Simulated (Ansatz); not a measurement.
## Ca3VP: relaxing a made-up structure

Starting from a made-up structure for Ca3VP, the aim is the relaxed cell, its shortest contacts and, where a second run follows, its electronic structure.

Program: Ansatz 0.2.0. Level of theory: DFT, PBEsol, plane-wave PAW, files of the set soft_1, scalar-relativistic, ferromagnetic start, cell and ions relaxed at zero pressure; PAW set soft_1. Results are calculated unless marked as measured.

**1. The structure**

Symmetry: Pm-3m, No. 221, cubic system. Conventional cell: a = 5.196 Å, b = 5.196 Å, c = 5.196 Å, α = 90.00°, β = 90.00°, γ = 90.00°. Nearest to V lie 12 Ca at 3.67 Å. Nearest to Ca lie 2 P at 2.60 Å and 4 V at 3.67 Å and 8 Ca at 3.67 Å. Nearest to P lie 6 Ca at 2.60 Å. Farther neighbours are not listed.

Structure file:

```cif
data_structure
_symmetry_space_group_name_H-M 'P 1'
_symmetry_Int_Tables_number 1
_cell_length_a 5.1960
_cell_length_b 5.1960
_cell_length_c 5.1960
_cell_angle_alpha 90.000
_cell_angle_beta 90.000
_cell_angle_gamma 90.000
_cell_volume 140.28
loop_
_atom_site_label
_atom_site_type_symbol
_atom_site_fract_x
_atom_site_fract_y
_atom_site_fract_z
_atom_site_occupancy
V1 V 0.00000 0.00000 0.00000 1
Ca2 Ca 0.50000 0.50000 0.00000 1
Ca3 Ca 0.50000 0.00000 0.50000 1
Ca4 Ca 0.00000 0.50000 0.50000 1
P5 P 0.50000 0.50000 0.50000 1
```

**2. Relaxation of the guess**

The guessed cell has no reason to be at equilibrium. It is relaxed with the atoms, within the space group of the guess.

Contents of input.yaml:

```yaml
crystal:
  lattice:
    - [5.196, 0.0, 0.0]
    - [0.0, 5.196, 0.0]
    - [0.0, 0.0, 5.196]
  atoms:
    - { symbol: V, position: [0.0, 0.0, 0.0], spin: 2.0 }
    - { symbol: Ca, position: [0.5, 0.5, 0.0] }
    - { symbol: Ca, position: [0.5, 0.0, 0.5] }
    - { symbol: Ca, position: [0.0, 0.5, 0.5] }
    - { symbol: P, position: [0.5, 0.5, 0.5] }
magnetization:
  spin_polarized: true
kpoints:
  mp_grid: { grid: [5, 5, 5] }
scf:
  occupations: { method: fermi_dirac, width: 0.05 }
hamiltonian:
  xc: pbesol
  pseudopotentials: { kind: paw, azcp: { folder: soft_1 }, xc_functional: pbe }
relax:
  f_tol: 0.015
  max_steps: 70
  cell: {}
output:
  forces: true
  stress: true
```

The run is started by

```sh
$ ansatz run input.yaml --threads 4 --pin off --max-ram 8192MiB --backend cpu --events-out ev --progress --plain --runs-dir out
```

Numbers of over 12 decimals in the logs are rounded to 6 here.

What it wrote:

```text
Engine: ansatz 0.2.0, aarch64-unknown-linux-gnu
Pseudopotentials: kind: paw
Pseudopotential: V, paw, valence charge 13, recommended cutoff 420 eV (normal), soft_1/V.paw.azcp
Pseudopotential: Ca, paw, valence charge 10, recommended cutoff 420 eV (normal), soft_1/Ca.paw.azcp
Pseudopotential: P, paw, valence charge 5, recommended cutoff 420 eV (normal), soft_1/P.paw.azcp
Functional definition: PBEsol
  exchange = pbesol_x
  correlation = pbesol_c
Crystal: 5 atoms, lattice volume = 140.284 Å³
Basis set: ecut = 420 eV, 2777 PW (Γ), exchange–correlation on 72×72×72 points (8 copies of the dense FFT grid, shifted against one another)
Bands: 30, of which v1, the nominal top of the filled ones, is band 24 counted from 1 (23 counted from 0)
Symmetry: 48 space group operations
Space group: Pm-3m (ITA 221), of the structure as read, at distance tolerance 5.2e-5 Å
Magnetic group: BNS 221.92 (UNI 1594), of the structure as read, at distance tolerance 5.2e-5 Å
k-points: 10 of 125
Non-local potential: V, projectors of the file, l = 0: 3, l = 1: 2, l = 2: 3, l = 3: 1
Non-local potential: Ca, projectors of the file, l = 0: 3, l = 1: 2, l = 2: 2
Non-local potential: P, projectors of the file, l = 0: 2, l = 1: 2, l = 2: 1
PAW form: soft (Blöchl's): semilocal exchange-correlation on the pseudo side does not see the compensation charge
PAW frozen core: V, regenerated for the run's functional, and the local potential with it (the file was generated under x = pbe(κ = 0.804, μ = 0.219515), c = pbe(β = 0.066725))
PAW frozen core: Ca, regenerated for the run's functional, and the local potential with it (the file was generated under x = pbe(κ = 0.804, μ = 0.219515), c = pbe(β = 0.066725))
PAW frozen core: P, regenerated for the run's functional, and the local potential with it (the file was generated under x = pbe(κ = 0.804, μ = 0.219515), c = pbe(β = 0.066725))
PAW one-centre angular grid: V, 590 points (default); XC on 64 Gauss nodes
PAW one-centre angular grid: Ca, 110 points (default); XC on 64 Gauss nodes
PAW one-centre angular grid: P, 110 points (default); XC on 64 Gauss nodes
Initial density: superposition of atomic densities (chi_scale 0.1, normalization cell, long waves kept (reshape's long-wave potential 0.01 eV rms))
Starting moments: Σ|m| = 2 μB on 1 of 5 sites
Initial wavefunctions: pseudopotential atomic-orbital guess
Functional: x = pbesol(κ = 0.804, μ = 0.123457), c = pbesol(β = 0.046)
SCF iter   1: F=—  HF=-9005.234877 eV  |F-HF|=—  |Δ(HF+E_count)|=         —  Δρ=2.84e-2 (↑2.84e-2 ↓1.48e-2)  dr2=2.20e0  dr2_m=3.84e-1  M=3.171 μB ∫|m|=3.171 μB  β_m=0.30  ethr=3.10e-3  ⟨swp⟩=8.5  Hψ=2946  notcnv=0
Mixer restart at iter 1: flushing history
preconditioner: auto → Kerker (q_TF=auto, 2.282 Å⁻¹)  [metal: Δε(μ)=0.002 eV  Ē_g=3.770 eV  σ=0.050 eV  W_gap=0.01  n_scr=26 (ndim 8)  ℏωp=12.5 eV  f_vac=0.000  D(μ)=11.06/eV (n_scr^D=122)]
spin=Collinear: Kerker preconditioning applied to the charge; magnetization (m = ρ↑ − ρ↓) channel mixes plain (no charge-response kernel on spin).
SCF iter   2: F=—  HF=-9005.310654 eV  |F-HF|=—  |Δ(HF+E_count)|=   7.58e-2  Δρ=2.33e-2 (↑2.33e-2 ↓1.32e-2)  dr2=1.31e0  dr2_m=3.09e-1  M=3.498 μB ∫|m|=3.498 μB  β_m=0.56  ethr=3.10e-3  ⟨swp⟩=2.1  Hψ=841  notcnv=0
SCF iter   3: F=—  HF=-9005.742293 eV  |F-HF|=—  |Δ(HF+E_count)|=   4.32e-1  Δρ=1.26e-2 (↑1.26e-2 ↓5.28e-3)  dr2=3.09e-1  dr2_m=8.21e-2  M=4.757 μB ∫|m|=4.757 μB  β_m=0.71  ethr=2.72e-3  ⟨swp⟩=2.9  Hψ=964  notcnv=0
SCF iter   4: F=—  HF=-9005.911525 eV  |F-HF|=—  |Δ(HF+E_count)|=   1.69e-1  Δρ=8.25e-3 (↑8.25e-3 ↓4.06e-3)  dr2=4.98e-2  dr2_m=3.63e-2  M=5.279 μB ∫|m|=5.279 μB  β_m=0.72  ethr=6.44e-4  ⟨swp⟩=3.5  Hψ=1636  notcnv=0
SCF iter   5: F=—  HF=-9005.937691 eV  |F-HF|=—  |Δ(HF+E_count)|=         —  Δρ=2.70e-3 (↑2.70e-3 ↓2.00e-3)  dr2=2.35e-2  dr2_m=4.61e-3  M=5.311 μB ∫|m|=5.311 μB  β_m=0.72  ethr=1.04e-4  ⟨swp⟩=3.0  Hψ=1280  notcnv=0  defer=1
Mixer restart at iter 5: flushing history
SCF iter   6: F=—  HF=-9005.945804 eV  |F-HF|=—  |Δ(HF+E_count)|=   8.11e-3  Δρ=2.47e-3 (↑2.47e-3 ↓1.22e-3)  dr2=8.59e-3  dr2_m=2.57e-3  M=5.402 μB ∫|m|=5.402 μB  β_m=0.79  ethr=4.89e-5  ⟨swp⟩=2.5  Hψ=844  notcnv=0  defer=1
SCF iter   7: F=—  HF=-9005.955078 eV  |F-HF|=—  |Δ(HF+E_count)|=   9.27e-3  Δρ=1.18e-3 (↑1.18e-3 ↓6.97e-4)  dr2=4.50e-3  dr2_m=5.96e-4  M=5.466 μB ∫|m|=5.466 μB  β_m=0.73  ethr=1.79e-5  ⟨swp⟩=2.5  Hψ=1242  notcnv=0  defer=1
SCF iter   8: F=—  HF=-9005.956945 eV  |F-HF|=—  |Δ(HF+E_count)|=   1.87e-3  Δρ=4.54e-4 (↑4.54e-4 ↓2.56e-4)  dr2=8.43e-4  dr2_m=6.81e-5  M=5.512 μB ∫|m|=5.512 μB  β_m=0.87  ethr=9.38e-6  ⟨swp⟩=2.0  Hψ=829  notcnv=0  defer=1
SCF iter   9: F=—  HF=-9005.957296 eV  |F-HF|=—  |Δ(HF+E_count)|=   3.50e-4  Δρ=3.15e-4 (↑3.15e-4 ↓1.02e-4)  dr2=2.50e-4  dr2_m=3.02e-5  M=5.527 μB ∫|m|=5.527 μB  β_m=0.93  ethr=1.76e-6  ⟨swp⟩=2.3  Hψ=864  notcnv=0  defer=1
SCF iter  10: F=—  HF=-9005.957346 eV  |F-HF|=—  |Δ(HF+E_count)|=   5.07e-5  Δρ=1.45e-4 (↑1.45e-4 ↓4.86e-5)  dr2=5.11e-5  dr2_m=7.21e-6  M=5.531 μB ∫|m|=5.531 μB  β_m=0.89  ethr=5.22e-7  ⟨swp⟩=2.0  Hψ=718  notcnv=0  defer=1
SCF iter  11: F=—  HF=-9005.957369 eV  |F-HF|=—  |Δ(HF+E_count)|=   2.28e-5  Δρ=9.72e-6 (↑8.34e-6 ↓9.72e-6)  dr2=9.83e-7  dr2_m=1.27e-8  M=5.534 μB ∫|m|=5.534 μB  β_m=0.94  ethr=1.06e-7  ⟨swp⟩=2.0  Hψ=726  notcnv=0  defer=1
SCF iter  12: F=—  HF=-9005.957369 eV  |F-HF|=—  |Δ(HF+E_count)|=   9.67e-8  Δρ=6.59e-6 (↑6.59e-6 ↓2.34e-6)  dr2=2.22e-7  dr2_m=1.10e-8  M=5.534 μB ∫|m|=5.534 μB  β_m=0.97  ethr=2.05e-9  ⟨swp⟩=2.9  Hψ=901  notcnv=0  defer=1
SCF iter  13: F=—  HF=-9005.957369 eV  |F-HF|=—  |Δ(HF+E_count)|=   5.50e-9  Δρ=1.07e-6 (↑1.07e-6 ↓8.26e-7)  dr2=3.28e-9  dr2_m=6.16e-10  M=5.534 μB ∫|m|=5.534 μB  β_m=0.99  ethr=4.63e-10  ⟨swp⟩=2.0  Hψ=729  notcnv=0  defer=1
SCF iter  14: F=-9005.957369 eV  HF=-9005.957369 eV  |F-HF|=4.91e-9  |Δ(HF+E_count)|=   3.63e-9  Δρ=1.67e-6 (↑1.67e-6 ↓2.78e-7)  dr2=6.01e-9  dr2_m=9.31e-10  M=5.534 μB ∫|m|=5.534 μB  ethr=6.84e-12  ⟨swp⟩=1.4  Hψ=1801  notcnv=0
SCF 1 converged in 14 iterations: F = -9005.957369 eV  dr2 = 6.01e-9
  greatest PAW one-centre occupation: 0.999 electrons in one spin orbital (limit 2), on the V atom at site 0 (counted from 0), in its partial waves of l = 0
relax step   1: F+E_penalty+E_count = -9005.95736914 eV  Δ(F+E_penalty+E_count) = +0.000e0 eV  max|allowed force component| = 1.440e-28 eV/Å  Δτ_max = 0.0000 Å  P = +5.603 GPa  Ω = 140.284 Å³  (14 SCF iters, dr2 threshold 1.00e-7 eV, accepted)
Crystal: 5 atoms, lattice volume = 159.387 Å³
[...]
SCF iter   4: F=—  HF=-9006.252470 eV  |F-HF|=—  |Δ(HF+E_count)|=   3.35e-7  Δρ=4.92e-6 (↑4.92e-6 ↓2.83e-6)  dr2=4.71e-8  dr2_m=8.35e-9  M=5.488 μB ∫|m|=5.488 μB  β_m=0.79  ethr=1.37e-9  ⟨swp⟩=2.1  Hψ=990  notcnv=0
SCF iter   5: F=—  HF=-9006.252470 eV  |F-HF|=—  |Δ(HF+E_count)|=  3.75e-10  Δρ=3.53e-6 (↑3.53e-6 ↓1.33e-6)  dr2=4.95e-8  dr2_m=4.03e-9  M=5.488 μB ∫|m|=5.488 μB  β_m=0.90  ethr=9.81e-11  ⟨swp⟩=2.5  Hψ=1122  notcnv=0
SCF iter   6: F=—  HF=-9006.252470 eV  |F-HF|=—  |Δ(HF+E_count)|=   7.11e-8  Δρ=1.79e-6 (↑1.79e-6 ↓8.70e-7)  dr2=5.50e-9  dr2_m=1.18e-9  M=5.488 μB ∫|m|=5.488 μB  β_m=0.86  ethr=9.81e-11  ⟨swp⟩=2.5  Hψ=1122  notcnv=0
SCF iter   7: F=-9006.252470 eV  HF=-9006.252470 eV  |F-HF|=4.88e-9  |Δ(HF+E_count)|=   2.28e-9  Δρ=1.65e-6 (↑1.65e-6 ↓3.31e-7)  dr2=5.48e-9  dr2_m=9.11e-10  M=5.488 μB ∫|m|=5.488 μB  ethr=1.14e-11  ⟨swp⟩=2.0  Hψ=2288  notcnv=0
SCF 3 converged in 7 iterations: F = -9006.252470 eV  dr2 = 5.48e-9
relax step   3: F+E_penalty+E_count = -9006.25247031 eV  Δ(F+E_penalty+E_count) = -1.197e-4 eV  max|allowed force component| = 5.617e-29 eV/Å  Δτ_max = 0.0000 Å  P = -0.014 GPa  Ω = 159.046 Å³  energy of the carried Pulay correction = -5.505e-4 eV  (7 SCF iters, dr2 threshold 2.00e-8 eV, accepted)
Basis set: ecut = 420 eV, 3071 PW (Γ), exchange–correlation on 80×80×80 points (8 copies of the dense FFT grid, shifted against one another)
Initial wavefunctions: pseudopotential atomic-orbital guess (no wavefunctions were taken with the density)
iter 1 solved again at ethr=5.46e-7 eV; its pass at ethr=3.10e-3 eV (dr2=2.62e-4 eV) is discarded
SCF iter   1: F=—  HF=-9006.252287 eV  |F-HF|=—  |Δ(HF+E_count)|=         —  Δρ=3.79e-4 (↑3.79e-4 ↓1.97e-4)  dr2=1.79e-5  dr2_m=1.36e-5  M=5.490 μB ∫|m|=5.490 μB  β_m=0.65  ethr=5.46e-7  ⟨swp⟩=4.0  Hψ=4760  notcnv=0
preconditioner: auto → Kerker (q_TF=auto, 1.793 Å⁻¹)  [metal: Δε(μ)=0.090 eV  Ē_g=3.959 eV  σ=0.050 eV  W_gap=0.36  n_scr=18 (ndim 8)  ℏωp=11.8 eV  f_vac=0.000  D(μ)=3.51/eV (n_scr^D=18)]
spin=Collinear: Kerker preconditioning applied to the charge; magnetization (m = ρ↑ − ρ↓) channel mixes plain (no charge-response kernel on spin).
SCF iter   2: F=—  HF=-9006.253770 eV  |F-HF|=—  |Δ(HF+E_count)|=   1.48e-3  Δρ=1.34e-4 (↑1.34e-4 ↓7.08e-5)  dr2=1.75e-6  dr2_m=1.69e-6  M=5.488 μB ∫|m|=5.488 μB  β_m=0.63  ethr=3.74e-8  ⟨swp⟩=2.0  Hψ=882  notcnv=0
SCF iter   3: F=—  HF=-9006.253979 eV  |F-HF|=—  |Δ(HF+E_count)|=   2.10e-4  Δρ=1.24e-5 (↑1.24e-5 ↓7.59e-6)  dr2=9.84e-8  dr2_m=6.26e-8  M=5.488 μB ∫|m|=5.488 μB  β_m=0.71  ethr=3.64e-9  ⟨swp⟩=2.1  Hψ=1060  notcnv=0
SCF iter   4: F=—  HF=-9006.253981 eV  |F-HF|=—  |Δ(HF+E_count)|=   1.99e-6  Δρ=1.03e-5 (↑1.03e-5 ↓2.47e-6)  dr2=2.84e-7  dr2_m=3.89e-8  M=5.488 μB ∫|m|=5.488 μB  β_m=0.71  ethr=2.05e-10  ⟨swp⟩=2.1  Hψ=745  notcnv=0
SCF iter   5: F=—  HF=-9006.253982 eV  |F-HF|=—  |Δ(HF+E_count)|=   6.89e-7  Δρ=6.96e-6 (↑6.96e-6 ↓2.28e-6)  dr2=1.49e-7  dr2_m=1.27e-8  M=5.488 μB ∫|m|=5.488 μB  β_m=0.85  ethr=2.05e-10  ⟨swp⟩=2.7  Hψ=1124  notcnv=0
SCF iter   6: F=—  HF=-9006.253983 eV  |F-HF|=—  |Δ(HF+E_count)|=   4.66e-7  Δρ=2.76e-6 (↑2.76e-6 ↓8.08e-7)  dr2=2.92e-8  dr2_m=2.50e-9  M=5.488 μB ∫|m|=5.488 μB  β_m=0.87  ethr=2.05e-10  ⟨swp⟩=2.8  Hψ=1055  notcnv=0
SCF iter   7: F=—  HF=-9006.253983 eV  |F-HF|=—  |Δ(HF+E_count)|=   2.90e-8  Δρ=3.92e-7 (↑3.92e-7 ↓3.07e-7)  dr2=3.55e-10  dr2_m=1.16e-10  M=5.488 μB ∫|m|=5.488 μB  β_m=0.94  ethr=6.08e-11  ⟨swp⟩=2.5  Hψ=1043  notcnv=0
SCF iter   8: F=—  HF=-9006.253965 eV  |F-HF|=—  |Δ(HF+E_count)|=   1.71e-5  Δρ=6.85e-7 (↑6.85e-7 ↓3.46e-7)  dr2=4.29e-10  dr2_m=2.56e-10  M=5.488 μB ∫|m|=5.488 μB  β_m=0.94  ethr=1.00e-12  ⟨swp⟩=3.8  Hψ=1311  notcnv=0
SCF iter   9: F=—  HF=-9006.253965 eV  |F-HF|=—  |Δ(HF+E_count)|=   5.60e-9  Δρ=3.79e-7 (↑3.79e-7 ↓2.02e-7)  dr2=1.39e-10  dr2_m=7.96e-11  M=5.488 μB ∫|m|=5.488 μB  β_m=0.97  ethr=1.00e-12  ⟨swp⟩=2.0  Hψ=751  notcnv=0
SCF iter  10: F=—  HF=-9006.253965 eV  |F-HF|=—  |Δ(HF+E_count)|=   2.62e-9  Δρ=1.86e-8 (↑1.61e-8 ↓1.86e-8)  dr2=1.84e-12  dr2_m=1.96e-13  M=5.488 μB ∫|m|=5.488 μB  β_m=0.98  ethr=1.00e-12  ⟨swp⟩=2.5  Hψ=918  notcnv=0
SCF iter  11: F=-9006.253965 eV  HF=-9006.253965 eV  |F-HF|=1.82e-12  |Δ(HF+E_count)|=  3.64e-12  Δρ=3.74e-8 (↑3.74e-8 ↓8.96e-9)  dr2=4.32e-12  dr2_m=5.72e-13  M=5.488 μB ∫|m|=5.488 μB  ethr=1.00e-12  ⟨swp⟩=3.0  Hψ=1478  notcnv=0
SCF 4 converged in 11 iterations: F = -9006.253965 eV  dr2 = 4.32e-12
relax step   4: F+E_penalty+E_count = -9006.25396545 eV  Δ(F+E_penalty+E_count) = -1.495e-3 eV  max|allowed force component| = 6.027e-29 eV/Å  Δτ_max = 0.0000 Å  P = +0.008 GPa  Ω = 159.046 Å³  stress off target by 8.02e-3 GPa  SCF on the basis re-selected at this cell (its energy is not comparable with the rows above)  (11 SCF iters)
basis re-selected at this cell: Δ(F+E_penalty+E_count) = -1.495e-3 eV, ΔP = +0.022 GPa vs the last step (what re-selecting the basis moved, of the pressure what is left beyond the Pulay correction that the steps carried, after the strain that the cell walked since its last selection, with what the two solves' SCF thresholds leave and, on support functions, any second-order correction that the steps lacked; it is no measure of the basis error at this ecutwfc). The dense FFT grid was sized anew with the basis: this SCF ran on 40×40×40 points, the steps before it on 36×36×36, so part of this shift can come from that change (see relax.cell in the input reference). [rest of the remark cut]
SCF converged after 11 iterations
Magnetization: 5.4884 μB (26.7442 up, 21.2558 down)
Absolute magnetization: 5.4884 μB (∫|ρ↑−ρ↓|, with the PAW one-centre terms)
Spin contamination: 0.0174 ħ² per cell (⟨S²⟩ above its minimum at these occupations)
Per-site moments (μB) at R_I (Å): [(3.764112, 1.580339), (0.077130, 1.117468), (0.077130, 1.117468), (0.077130, 1.117468), (0.062020, 1.117468)]
Free energy (F): -9006.253965 eV
Harris-Foulkes:  -9006.253965 eV  (|F-HF|=1.82e-12)
Internal energy: -9006.223301 eV  (E = F + TS)
E sigma→0 (E₀):  -9006.238633 eV
Entropy (-TS):   -0.030664 eV (-6.133 meV/atom)
Fermi energy:    5.829546 eV
--- Per-component energies (eV) ---
  E_band       = -751.673639
  E_kinetic    = 1123.870347
  E_local      = -4205.975471  (includes V_loc(G=0)·N_el)
  E_nonlocal   = 396.713645
  E_hartree    = 1524.871916
  E_xc         = -561.195133
  E_vxc        = -673.519211  (∫ρ·V_xc dr)
  E_paw        = -4177.465338  (= ΣΔE_a)
  E_vpaw       = -442.507907  (= ΣTr[D̂ρ^β])
  E_aug_tail   = 0.001044  (compensation charges beyond the density's cutoff)
  E_ewald      = -3107.596468
  E_core_change = 0.552159  (= ΣΔE_core)
  E_smearing   = -0.030664  (= −TS)
  E_closure    = 0.000000  (closes the sum)
  Σ components = -9006.253965   (vs F -9006.253965, Δ=0.00e0)
--- Forces (eV/Å), atoms counted from 1 ---
  atom   1  V      0.00000000     0.00000000     0.00000000
  atom   2  Ca     0.00000000    -0.00000000     0.00000000
  atom   3  Ca    -0.00000000     0.00000000    -0.00000000
  atom   4  Ca    -0.00000000     0.00000000    -0.00000000
  atom   5  P      0.00000000     0.00000000    -0.00000000
  max |Σ_I F_I| component: 3.16e-29 eV/Å
--- Stress (GPa, compression-positive) ---
        0.008022       0.000000       0.000000
        0.000000       0.008022      -0.000000
        0.000000      -0.000000       0.008022
  P = ⅓ Tr σ = 0.0080 GPa (0.080 kbar)
--- Relaxed structure (3 steps of the walk, 3 accepted, 1 SCFs on fresh bases) ---
  F+E_penalty+E_count = -9006.25396545 eV   max|allowed force component| = 6.027e-29 eV/Å   (the final SCF, on the basis selected at the relaxed cell)
  cell:  # Å, volume = 159.0464 Å³
    - [5.418028, 0, 0]
    - [0, 5.418028, 0]
    - [0, 0, 5.418028]
  atoms:
    - { symbol: V, position: [0, 0, 0] }
    - { symbol: Ca, position: [0.500000, 0.500000, 0] }
    - { symbol: Ca, position: [0.500000, 0, 0.500000] }
    - { symbol: Ca, position: [0, 0.500000, 0.500000] }
    - { symbol: P, position: [0.500000, 0.500000, 0.500000] }
```

Wall time 7.6 s (4 threads of Arm Neoverse V2, shared host); peak memory 0.48 GiB.

The steps of the relaxation:

```
step  energy less that of the first step (eV)  largest force component (eV/Å)  pressure (GPa)  volume (Å³)
   1                                   0.0000                          0.0000            5.60       140.28
   2                                  -0.2950                          0.0000           -0.09       159.39
   3                                  -0.2951                          0.0000           -0.01       159.05
  4*                                  -0.2966                          0.0000            0.01       159.05
```

Relaxation steps marked * repeat the geometry before them on a plane-wave basis chosen anew for their cell, so energy and pressure can jump there.

Forces are held to the 48 operations that the run works with; a distortion that breaks them can't arise in this run.

```
conventional cell, symmetrised  before  after   change
                         a (Å)   5.196  5.418   +4.3 %
                         b (Å)   5.196  5.418   +4.3 %
                         c (Å)   5.196  5.418   +4.3 %
              volume (Å³/atom)   28.06  31.81  +13.4 %
```

Final coordinates:

```
V Ca P
1.0
     5.41803    0.00000    0.00000
     0.00000    5.41803    0.00000
     0.00000    0.00000    5.41803
V Ca P
1 3 1
Direct
  0.00000 0.00000 0.00000
  0.50000 0.50000 0.00000
  0.50000 0.00000 0.50000
  0.00000 0.50000 0.50000
  0.50000 0.50000 0.50000
```

Numbers from this step:

| Item | Value |
| --- | --- |
| free energy | -9006.2540 eV |
| energy at zero smearing | -9006.2386 eV |
| smearing term TS | 0.03066 eV |
| Fermi energy | 5.830 eV |
| magnetization | 5.488 μB |
| absolute magnetization | 5.488 μB |
| site moments | 3.764, 0.07713, 0.07713, 0.07713, 0.06202 μB |
| electrons | 48 |
| symmetry operations | 48 |
| pressure | 0.008022 GPa |

Site moment by atom:

```
atom  site moment (μB)
  V1              3.76
 Ca2              0.08
 Ca3              0.08
 Ca4              0.08
  P5              0.06
```

The shortest distance of each pair, which need not be the same contact before and after:

```
 pair  guess (Å)  relaxed (Å)
 Ca–P      2.598        2.709
 Ca–V      3.674        3.831
Ca–Ca      3.674        3.831
  P–V      4.500        4.692
  V–V      5.196        5.418
```

The relaxation ends with a pressure of 0.01 GPa.

**3. Summary of results**

| Property | Result |
| --- | --- |
| space group, relaxed | Pm-3m |
| conventional cell | a = 5.418, b = 5.418, c = 5.418 Å; α = 90.0°, β = 90.0°, γ = 90.0° |
| volume per atom | 31.81 Å³ (guess 28.06) |
| total moment | 5.49 μB in the cell of 5 atoms |

In words: Ca3VP relaxes to Pm-3m with a = 5.418, b = 5.418 and c = 5.418 Å. The guessed volume was 12 % too small. The space group Pm-3m was held in the relaxation, so the end point is a stationary structure within it and may be a saddle against distortions or other arrangements. The input starts from parallel moments, and no other start was typed. Mesh and cutoff weren't tested. No dispersion term is used, so weakly bound directions may come out too long. Nothing here tests whether the compound is stable against decomposition.

[Logs are printed without paths, hosts, clocks, repeated set-up lines and the standing remarks that a program may print on its own settings, such as how far it seeks lower states.]

[Hosts, paths, dates, database ids (printed as entryN), source tags and the programs' standing remarks are cut or masked in the printed files.]
